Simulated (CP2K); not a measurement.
Consider trifluorosilane at its PBE geometry (Å).

```xyz
5

F    -0.6894    1.3469   -0.4219
Si    0.0083    0.0028    0.0392
F    -0.9382   -1.1965   -0.3667
F     1.3767   -0.1746   -0.7375
H     0.2426    0.0214    1.4869
```

Method: CP2K XAS_TDP, all-electron GAPW, PBEh(45%), aug-pc-2, TDA, GW2X-corrected core level, no relativity.

Predict the bright core excitations at the F K edge.

Leading lines: F1 688.50 eV. The leading line of an atom is its first one with 35 % of the strongest within 2.5 eV of its lowest line over the strength cut. Core ionisation energies at this level: F1 691.27 eV.

The first six lines of each atom with a strength over 0.0015:

| atom | energy (eV) | states | strength, one atom | above the computed threshold |
| --- | --- | --- | --- | --- |
| F1 (bonded to Si), 3 alike | 688.50 | 1 | 0.0083 |  |
|  | 689.06 | 1 | 0.0104 |  |
|  | 689.48 | 1 | 0.0097 |  |
|  | 689.94 | 1 | 0.0060 |  |
|  | 690.66 | 1 | 0.0038 |  |
|  | 691.56 | 1 | 0.0066 | yes |

Lines are vertical, at one geometry, with no vibrational structure. GW2X ionisation energies and lines can be off by 1 to 2 eV either way, and a good line position may hide errors that cancel. These values hold no scalar relativity, about 0.7 eV for F 1s. Rydberg lines, and the discretised continuum above threshold, depend on the basis and the box.

[Banner, clock and machine lines of the logs are left out without a mark of their own.]

[Logs are printed without paths, hosts, clocks, repeated set-up lines and the standing remarks that a program may print on its own settings, such as how far it seeks lower states.]

[Hosts, paths, dates, database ids (printed as entryN), source tags and the programs' standing remarks are cut or masked in the printed files.]
